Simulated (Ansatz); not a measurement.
**Au(111) with 4 thermally displaced layers, 2x2: scattering by thermal displacements**

Wanted: the phonon-limited resistivity of Au at 80 K by the Landauer route. The measured value for the pure metal at this temperature is 0.481 µΩ cm (CRC Handbook of Chemistry and Physics, 84th ed., 2003, Electrical Resistivity of Pure Metals).

Method: Ansatz plane-wave DFT, PBE, PAW files; ballistic transport by layer matching (Landauer), zero bias; PAW set soft_1, in Ansatz 0.2.0.

### Step 1. Starting point

The cell holds 40 atoms: 40 Au. Cell: a = 5.768 Å, b = 5.768 Å, c = 23.605 Å, α = 93.5°, β = 86.5°, γ = 120.0°. It derives from Au. Regions: lead, 24 atoms (24 Au); scattering region, 16 atoms (16 Au). The structure is stacked along c, and the current runs across the ab planes.

### Step 2. With 4 displaced layers

Each atom of 4 layers is moved at random, by amounts drawn from a normal law 0.0492 Å wide in each direction from the Debye model (165 K) at 80 K. The layers about the cell's end stay perfect and serve as the lead. Disorder leaves little or no symmetry, which makes such runs dear. Energies from -0.05 to 0.05 eV in steps of 0.05 eV are too few for the program's thermal sum, so it prints no conductance; for a metal the transmission near the Fermi level serves, at a fraction of the cost.

input.yaml reads:

```yaml
crystal:
  lattice:
    - [5.7675164607, 0.0, 0.0]
    - [-2.8837582304, 4.9948157718, 0.0]
    - [1.4418791152, -0.8324692953, 23.5457873532]
  atoms:
    - { symbol: Au, position: [0.9916666667, 0.0083333333, 0.05] }
    - { symbol: Au, position: [0.9916666667, 0.5083333333, 0.05] }
    - { symbol: Au, position: [0.4916666667, 0.0083333333, 0.05] }
    - { symbol: Au, position: [0.4916666667, 0.5083333333, 0.05] }
    - { symbol: Au, position: [0.1416666667, 0.3583333333, 0.15] }
    - { symbol: Au, position: [0.1416666667, 0.8583333333, 0.15] }
    - { symbol: Au, position: [0.6416666667, 0.3583333333, 0.15] }
    - { symbol: Au, position: [0.6416666667, 0.8583333333, 0.15] }
    - { symbol: Au, position: [0.2916666667, 0.2083333333, 0.25] }
    - { symbol: Au, position: [0.2916666667, 0.7083333333, 0.25] }
    - { symbol: Au, position: [0.7916666667, 0.2083333333, 0.25] }
    - { symbol: Au, position: [0.7916666667, 0.7083333333, 0.25] }
    - { symbol: Au, position: [0.9464993063, 0.0688892814, 0.3515485487] }
    - { symbol: Au, position: [0.95622517, 0.573848417, 0.3474826124] }
    - { symbol: Au, position: [0.4298594057, 0.0452957012, 0.3497749965] }
    - { symbol: Au, position: [0.4499003659, 0.558289865, 0.3510354725] }
    - { symbol: Au, position: [0.0764171296, 0.4094653408, 0.4481061654] }
    - { symbol: Au, position: [0.1108360927, 0.9173935528, 0.4519823852] }
    - { symbol: Au, position: [0.5939608974, 0.4145950905, 0.4513737741] }
    - { symbol: Au, position: [0.5863226571, 0.9033974389, 0.4497603371] }
    - { symbol: Au, position: [0.233678675, 0.2523842491, 0.5494082694] }
    - { symbol: Au, position: [0.2397842264, 0.765321309, 0.5466671306] }
    - { symbol: Au, position: [0.7457984787, 0.2519854822, 0.5488599949] }
    - { symbol: Au, position: [0.7295271681, 0.7568272736, 0.5494828453] }
    - { symbol: Au, position: [0.890639027, 0.1031116815, 0.6501957771] }
    - { symbol: Au, position: [0.9093919318, 0.61215972, 0.6488020485] }
    - { symbol: Au, position: [0.3989511554, 0.1072721448, 0.6512400996] }
    - { symbol: Au, position: [0.395637275, 0.603812035, 0.645969268] }
    - { symbol: Au, position: [0.0416666667, 0.4583333333, 0.75] }
    - { symbol: Au, position: [0.0416666667, 0.9583333333, 0.75] }
    - { symbol: Au, position: [0.5416666667, 0.4583333333, 0.75] }
    - { symbol: Au, position: [0.5416666667, 0.9583333333, 0.75] }
    - { symbol: Au, position: [0.1916666667, 0.3083333333, 0.85] }
    - { symbol: Au, position: [0.1916666667, 0.8083333333, 0.85] }
    - { symbol: Au, position: [0.6916666667, 0.3083333333, 0.85] }
    - { symbol: Au, position: [0.6916666667, 0.8083333333, 0.85] }
    - { symbol: Au, position: [0.8416666667, 0.1583333333, 0.95] }
    - { symbol: Au, position: [0.8416666667, 0.6583333333, 0.95] }
    - { symbol: Au, position: [0.3416666667, 0.1583333333, 0.95] }
    - { symbol: Au, position: [0.3416666667, 0.6583333333, 0.95] }
kpoints:
  mp_grid: { grid: [5, 5, 1] }
hamiltonian:
  xc: pbe
  pseudopotentials: { kind: paw, azcp: { folder: soft_1 } }
scf:
  occupations: { method: fermi_dirac, width: 0.1 }
output:
  transmission:
    leads: [[0, 4]]
    kmesh: [10, 10]
    e_range: [-0.05, 0.05]
    de: 0.05
  write_potential: true
  write_density: true
  volumetric_format: npy
  elf: true
```

Run with:

```sh
ansatz run input.yaml --threads 4 --pin off --max-ram 15360MiB --backend cpu --events-out ev --progress --plain --runs-dir out
```

Numbers of over 12 decimals in the logs are rounded to 6 here.

Log:

```text
Engine: ansatz 0.2.0, x86_64-unknown-linux-gnu
Pseudopotentials: kind: paw
Pseudopotential: Au, paw, valence charge 19, recommended cutoff 420 eV (normal), soft_1/Au.paw.azcp
Functional definition: PBE
  parameter kappa = 0.804
  parameter beta = 0.066725
  exchange = pbe_x(kappa = kappa, mu = beta*pi^2/3)
  correlation = pbe_c(beta = beta)
Crystal: 40 atoms, lattice volume = 678.300 Å³
Basis set: ecut = 420 eV, 13321 PW (Γ)
Bands: 456, of which v1, the nominal top of the filled ones, is band 380 counted from 1 (379 counted from 0)
Symmetry: 1 space group operations
Space group: P1 (ITA 1), of the structure as read, at distance tolerance 8.8e-5 Å
k-points: 13 of 25 (time reversal used)
Non-local potential: Au, projectors of the file, l = 0: 3, l = 1: 2, l = 2: 2, l = 3: 1
PAW form: soft (Blöchl's): semilocal exchange-correlation on the pseudo side does not see the compensation charge
PAW one-centre angular grid: Au, 590 points (default); XC on 64 Gauss nodes
Initial density: superposition of atomic densities (chi_scale 0.1, normalization cell)
Initial wavefunctions: pseudopotential atomic-orbital guess
Functional: x = pbe(κ = 0.804, μ = 0.219515), c = pbe(β = 0.066725)
SCF iter   1: F=—  HF=-526056.876438 eV  |F-HF|=—  |Δ(HF+E_count)|=         —  Δρ=6.76e-2  dr2=3.40e1  ethr=3.10e-3  ⟨swp⟩=4.0  Hψ=17663  notcnv=0  defer=86
preconditioner: auto → Kerker (q_TF=auto, 2.781 Å⁻¹)  [metal: Δε(μ)=0.008 eV  Ē_g=10.172 eV  σ=0.100 eV  W_gap=0.02  n_scr=260 (ndim 8)  ℏωp=29.9 eV  f_vac=0.000  D(μ)=18.60/eV (n_scr^D=122)]
SCF iter   2: F=—  HF=-526048.771944 eV  |F-HF|=—  |Δ(HF+E_count)|=    8.10e0  Δρ=3.10e-2  dr2=6.94e0  ethr=3.10e-3  ⟨swp⟩=2.8  Hψ=9749  notcnv=0  defer=714
SCF iter   3: F=—  HF=-526046.829729 eV  |F-HF|=—  |Δ(HF+E_count)|=    1.94e0  Δρ=7.44e-3  dr2=2.22e-1  ethr=9.13e-4  ⟨swp⟩=2.0  Hψ=8243  notcnv=0  defer=714
SCF iter   4: F=—  HF=-526046.891490 eV  |F-HF|=—  |Δ(HF+E_count)|=   6.18e-2  Δρ=1.28e-3  dr2=6.44e-3  ethr=2.92e-5  ⟨swp⟩=2.7  Hψ=11807  notcnv=0  defer=714
SCF iter   5: F=—  HF=-526046.895128 eV  |F-HF|=—  |Δ(HF+E_count)|=   3.64e-3  Δρ=2.84e-4  dr2=6.08e-4  ethr=8.48e-7  ⟨swp⟩=2.0  Hψ=7951  notcnv=0  defer=714
SCF iter   6: F=—  HF=-526046.895114 eV  |F-HF|=—  |Δ(HF+E_count)|=   1.40e-5  Δρ=7.54e-5  dr2=5.44e-5  ethr=8.00e-8  ⟨swp⟩=2.4  Hψ=8026  notcnv=0  defer=714
SCF iter   7: F=—  HF=-526046.895495 eV  |F-HF|=—  |Δ(HF+E_count)|=   3.81e-4  Δρ=2.79e-5  dr2=7.94e-6  ethr=7.16e-9  ⟨swp⟩=2.4  Hψ=9365  notcnv=0  defer=714
SCF iter   8: F=—  HF=-526046.895494 eV  |F-HF|=—  |Δ(HF+E_count)|=   5.06e-7  Δρ=5.73e-6  dr2=6.66e-7  ethr=1.04e-9  ⟨swp⟩=2.2  Hψ=8083  notcnv=0  defer=714
SCF iter   9: F=-526046.895494 eV  HF=-526046.895494 eV  |F-HF|=8.64e-8  |Δ(HF+E_count)|=   4.33e-8  Δρ=1.21e-6  dr2=9.14e-8  ethr=1.32e-11  ⟨swp⟩=8.5  Hψ=22505  notcnv=0
SCF 1 converged in 9 iterations: F = -526046.895494 eV  dr2 = 9.14e-8
  greatest PAW one-centre occupation: 1.000 electrons in one spin orbital (limit 2), on the Au atom at site 25 (counted from 0), in its partial waves of l = 0
transmission: 162 of 1560 steps passed
transmission: 315 of 1560 steps passed
[...]
transmission: 1560 of 1560 steps passed
SCF converged after 9 iterations
Free energy (F): -526046.895494 eV
Harris-Foulkes:  -526046.895494 eV  (|F-HF|=8.64e-8)
Internal energy: -526046.414733 eV  (E = F + TS)
E sigma→0 (E₀):  -526046.655114 eV
Entropy (-TS):   -0.480761 eV (-12.019 meV/atom)
Fermi energy:    20.730182 eV
--- Per-component energies (eV) ---
  E_band       = -8238.860352
  E_kinetic    = 23140.050127
  E_local      = -67786.165165  (includes V_loc(G=0)·N_el)
  E_nonlocal   = 3921.230320
  E_hartree    = 29403.007467
  E_xc         = -8623.792127
  E_vxc        = -10475.442249  (∫ρ·V_xc dr)
  E_paw        = -389264.494787  (= ΣΔE_a)
  E_vpaw       = -15844.632443  (= ΣTr[D̂ρ^β])
  E_aug_tail   = 0.067535  (compensation charges beyond the density's cutoff)
  E_ewald      = -116836.318103
  E_smearing   = -0.480761  (= −TS)
  E_closure    = 0.000000  (closes the sum)
  Σ components = -526046.895494   (vs F -526046.895494, Δ=0.00e0)
--- Band table (eV; the first three rows and the last of 13) ---
  k-point 0: bands = [... 376 lower, 20.7785, 21.2244, 21.2470, 21.2586, 21.2684, 21.5506, 21.5775, 21.6835, ... 72 higher]
  k-point 1: bands = [... 376 lower, 20.3361, 20.4259, 20.4968, 20.6494, 20.7602, 20.8578, 20.9606, 21.0629, ... 72 higher]
  k-point 2: bands = [... 376 lower, 20.5210, 20.5347, 20.5599, 20.5865, 20.6383, 20.8238, 20.8637, 21.0665, ... 72 higher]
  k-point 12: bands = [... 376 lower, 19.5184, 20.1989, 20.3696, 20.7207, 20.7646, 20.8085, 21.2685, 22.2525, ... 72 higher]
--- Transmission ---
  basis      : 253 plane waves across, 30 finite elements along
  points     : 52, standing for a mesh of 10 x 10
  energies   : 3 from -0.050000 to 0.050000 eV about the Fermi level, 0.050000 eV apart; the leads are filled to 0.000000 eV, and channels, transmission and decay are at 0.000000 eV
  crystal 0  : Au4, at the sites [0, 4], period 2.3546 Å, over 14.13 Å; its Hamiltonian steps by up to 3.6 meV
    offset         : up to 0.0000 Å between an atom of the period and one for which it stands
    channels       : 3.210000e0 a spin
    conductance    : none, the energies end too early or step too widely for 300 K: set another output.transmission.e_range or a lower de, or, where they end at an eighth of basis.ecutwfc, a higher one
  junction   : crystal 0 to crystal 0, 0.70 to 21.89 Å
    transmission   : 3.181570e0 a spin
    conductance    : none, the energies end too early or step too widely for 300 K: set another output.transmission.e_range or a lower de, or, where they end at an eighth of basis.ecutwfc, a higher one
```

The job ended after 6.6 min (4 threads of Intel Xeon Platinum 8488C (Sapphire Rapids), shared host; peak memory 6.6 GiB).

Reading the cycles: dr2 is the Hartree energy of the density residual (eV), the measure of convergence; HF is the Harris–Foulkes estimate of the energy, which meets the free energy F at convergence.

Numbers from this step:

* free energy: -526046.8955 eV
* energy at zero smearing: -526046.6551 eV
* Fermi energy: 20.73 eV
* cell area: 28.81 Å²
* transmission per spin nearest the Fermi level: 3.182
* open channels per spin nearest the Fermi level: 3.21
* step of the lead's potential: 3.6 meV

Per spin. The transmission, zone mean stays at 3.18 for energy from -0.05 to 0.05 eV.

Per spin. The open channels, zone mean, lead stays at 3.21 for energy from -0.05 to 0.05 eV.

Transmission over k1 and k2. At 0.0000 eV from the Fermi level.

Values, 10 rows by 10 columns:
```
2.99 3.92 2.99 3.00 3.00 3.94 3.00 3.00 3.00 2.99
2.99 2.99 3.92 3.00 3.00 3.93 3.00 3.00 3.00 3.00
3.00 3.00 3.00 3.90 2.99 3.88 2.99 3.00 3.00 3.00
2.99 3.00 3.00 2.99 2.98 2.95 2.99 3.00 2.99 2.99
3.89 3.89 3.83 3.76 2.98 2.99 2.98 3.76 3.83 3.89
2.99 2.99 2.99 3.00 2.99 2.95 2.98 2.99 3.00 3.00
3.00 3.00 3.00 3.00 2.99 3.88 2.99 3.90 3.00 3.00
2.99 3.00 3.00 3.00 3.00 3.93 3.00 3.00 3.92 2.99
2.99 2.99 3.00 3.00 3.00 3.94 3.00 3.00 2.99 3.92
3.92 2.99 3.00 3.00 3.00 3.94 3.00 3.00 3.00 2.99
```
Columns: k1 (b1) from -0.5 to 0.4; rows upwards: k2 (b2) from -0.5 to 0.4.

Open channels over k1 and k2. At 0.0000 eV from the Fermi level.

Ten even steps from '0' (3.00) to '9' (4.00):
```
0900090000
0090090000
0009090000
0000000000
9999000999
0000000000
0000090900
0000090090
0000090009
9000090000
```
Columns: k1 (b1) from -0.5 to 0.4; rows upwards: k2 (b2) from -0.5 to 0.4.

Electrostatic potential energy in the ca plane at fractional y = 0.045, with atoms of Au within 0.2 Å of it. With pseudopotentials it is smooth inside the atoms' cores, unlike the true potential.

Ten even steps from '0' (-26 eV) to '9' (23 eV), each cell a mean:
```
99999999984000169999999999999841026997557999
99999999995000169999999999999720004899999999
89998778998422589988999999999830004899999999
68997446899877899755689998899963237998778999
78997446899999999632479987899998789984225899
89998768999878999632479987899999999962002799
99999999997323689865789998899998789972002799
99999999984000279998999999999963247985325899
99999999984000169999999999999830015898778999
89999889996100379988999999999830004899999999
78997657998644799865689999999852025899899999
68987446899988999631379988899986568986557999
78997557999989999621269987899999999973014899
99999888998645799854579988899999999962002799
99999999996100389988899999999986579973113799
```
Columns run along c (16.0 Å, from fractional 0.16 to 0.84 of the cell; values clipped at the 3rd and 97th percentile), rows up along a (5.8 Å). Atoms in or near the plane, at fractional coordinates: Au at (0.35, 0.95), Au at (0.35, 0.43).

ELF in the ca plane at fractional y = 0.045, with atoms of Au within 0.2 Å of it. It is the smooth field of the valence electrons, not physical close to the nuclei.

Values, 8 rows by 16 columns, each cell a mean:
```
0.17 0.16 0.20 0.29 0.63 0.40 0.20 0.17 0.15 0.20 0.24 0.54 0.39 0.25 0.30 0.18
0.25 0.26 0.32 0.22 0.40 0.29 0.26 0.25 0.18 0.22 0.23 0.51 0.39 0.22 0.22 0.17
0.26 0.28 0.37 0.20 0.22 0.20 0.38 0.39 0.23 0.28 0.18 0.26 0.23 0.37 0.44 0.21
0.17 0.18 0.23 0.25 0.47 0.30 0.29 0.30 0.20 0.24 0.19 0.30 0.24 0.40 0.50 0.23
0.17 0.16 0.20 0.30 0.65 0.39 0.21 0.19 0.15 0.20 0.24 0.53 0.40 0.25 0.30 0.18
0.25 0.26 0.32 0.23 0.42 0.29 0.29 0.31 0.19 0.21 0.22 0.50 0.39 0.22 0.22 0.17
0.26 0.28 0.37 0.20 0.23 0.20 0.39 0.42 0.23 0.28 0.18 0.25 0.23 0.37 0.44 0.21
0.17 0.18 0.23 0.25 0.47 0.31 0.27 0.31 0.21 0.25 0.19 0.28 0.23 0.40 0.50 0.23
```
Columns run along c (16.0 Å, from fractional 0.16 to 0.84 of the cell), rows up along a (5.8 Å). Atoms in or near the plane, at fractional coordinates: Au at (0.35, 0.95), Au at (0.35, 0.43).

Valence density in the ca plane at fractional y = 0.045, with atoms of Au within 0.2 Å of it. It is the smooth field of the valence electrons, not physical close to the nuclei.

Ten steps, logarithmic in the rise over the least value, from '0' (0 e/Å³) to '9' (13 e/Å³), each cell a mean:
```
10000110125899741111000011111257864223553211
11001221124899741111000011111378985211221001
32112332113577521122210011111368985211111001
42123554211233211345421122211246764212332101
32123554210111112466531223321013332135765211
21112343111333212466531223320011111147886311
10001221113676421244421122210123321247886411
00000111125899731122210011111246753225665211
10000111126899741111100011111368985212332101
21012222124788631122210011111368986211111001
32123443212455421345421112111257874211221001
42124554211222112467642123210124542124553101
32113453211222112467642233320001211136876311
21011232112455311356531123320011211147887411
10000111124788631123210112211134432136776311
```
Columns run along c (16.0 Å, from fractional 0.16 to 0.84 of the cell), rows up along a (5.8 Å). Atoms in or near the plane, at fractional coordinates: Au at (0.35, 0.95), Au at (0.35, 0.43).

Over the solved energies the transmission per spin lies between 3.18 and 3.18, out of 3.21 channels of the lead on average (up to 3.21).

(Part 1 of 2 ends here.)

[Logs are printed without paths, hosts, clocks, repeated set-up lines and the standing remarks that a program may print on its own settings, such as how far it seeks lower states.]

[Hosts, paths, dates, database ids (printed as entryN), source tags and the programs' standing remarks are cut or masked in the printed files.]
